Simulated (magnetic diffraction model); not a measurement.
# Mg3FeS4 below its ordering temperature

Space group P-43m (no. 215), a = 5.4370 Å.

```
site  atom       x       y       z
  1a    Fe       0       0       0
  4e     S  0.2492  0.2492  0.2492
  3c    Mg       0     1/2     1/2
```

The compound is invented for this exercise: a known structure type with other elements, its cell scaled to their sizes and not relaxed.

Only Fe is taken to order (form factors of Fe2+); orders and moment sizes are assumed, and not adapted to the symmetry. Radiation: neutrons of λ = 4.2 Å, 3° to 90°; isotropic B of 0.2 Å² (Fe), 0.28 Å² (S) and 0.23 Å² (Mg). Simulated constant-wavelength pattern: nuclear and magnetic terms add, the magnetic one as |2.695 fm × Σ f S⊥ exp(2πi Q·r) exp(−B s²)|², summed over all Q at one angle with the factor 1/(sin²θ cos θ). For collinear order S is the moment m, which repeats by lattice and centring translations R with the sign exp(−2πi k·R). Free-ion form factors, Sears's scattering lengths of 1992, no absorption; a label names one of the reflections at its angle. The strongest nuclear line in the range is 100, and lines under 0.2 are left out.

Above the ordering temperature:

```tsv
2θ (°)	index	I
45.44	(1 0 0)	4.0
66.22	(1 1 0)	4.3
83.98	(1 1 1)	100.0
```

Below it (cell unchanged):

```
2θ (°)      I
 22.27   28.1
 45.44    4.0
 51.17   12.3
 66.22    4.3
 70.81    8.6
 83.98  100.0
 88.26    6.0
```

**Question.** Check that the new lines index with k = (0 1/2 0), then choose among these models:
A. collinear moments along [010], 3.71 μB on Fe
B. collinear moments along [100], 3.71 μB on Fe
C. collinear moments along [111], 3.71 μB on Fe

The new lines index as (0 1/2 0) at 22.27°, (1 1/2 0) at 51.17°, (1 1/2 1) at 70.81° and (1 3/2 0) at 88.26°, that is as H ± k with k = (0 1/2 0), one of 3 inequivalent arms of its star (k and −k counted as one), which a powder can't tell apart. Half indices mean that the moments reverse under translations with k·R a half-integer, and the magnetic cell has twice the primitive volume.

Magnetic intensity, observed (below minus above) and for each model:

| 2θ (°) | index | observed | A | B | C |
| --- | --- | --- | --- | --- | --- |
| 22.27 | (0 1/2 0) | 28.1 | <0.2 | 28.1 | 18.7 |
| 51.17 | (1 1/2 0) | 12.3 | 16.4 | 12.3 | 13.7 |
| 70.81 | (1 1/2 1) | 8.6 | 9.5 | 8.6 | 8.9 |
| 88.26 | (1 3/2 0) | 6.0 | 2.2 | 6.0 | 4.8 |

Model B matches.

The structure used: k = (0 1/2 0), collinear moments along [100], 3.71 μB on Fe.

[Logs are printed without paths, hosts, clocks, repeated set-up lines and the standing remarks that a program may print on its own settings, such as how far it seeks lower states.]
